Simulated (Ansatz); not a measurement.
# A thicker film of CdS (10-10) from two thinner ones

In a field along its normal an insulating film takes a dipole p. Written as a length, p/(ε₀AE), it should grow by 1 − 1/ε for each ångström added.

Set-up. Ansatz 0.2.0, plane waves with PAW datasets (its set soft_2), PBE; wurtzite films relaxed at a bulk in-plane lattice constant near the measured one, then held in weak fields of both signs with a dipole correction (A is the cell's area, E the outer field).

```tsv
run	distance between the outer atoms (Å)	p/(ε₀AE) (Å)
3 units	9.126	9.221
4 units	12.784	12.300
6 units	20.147	?
```

**Question.** What value belongs in the row marked “?”, and how far can the other rows tell?

Two rows fix a line: slope = (12.300 − 9.221) / (12.784 − 9.126) = 0.8417, intercept 1.5397. That slope means ε = 1/(1 − 0.8417) = 6.32. At 20.147 it gives 0.8417 × 20.147 + 1.5397 = 18.497 Å, beyond the rows fitted. Rounding of the rows alone allows about ±0.005 Å there; two rows can't show whether the line holds.

The run itself gives 18.478 Å: a miss of −0.019 Å, or 0.1 % of the value. The length is met to within 1 %, though ε is more sensitive than the length: the two thickest films give ε = 6.21.

Caveats: This is the electronic response alone. A unit is one step of the cut along the normal (a plane, a pair of planes or a cell), and the layers relax along it, away from their bulk spacing where the functional's lattice constant differs from the one held.

[Logs are printed without paths, hosts, clocks, repeated set-up lines and the standing remarks that a program may print on its own settings, such as how far it seeks lower states.]
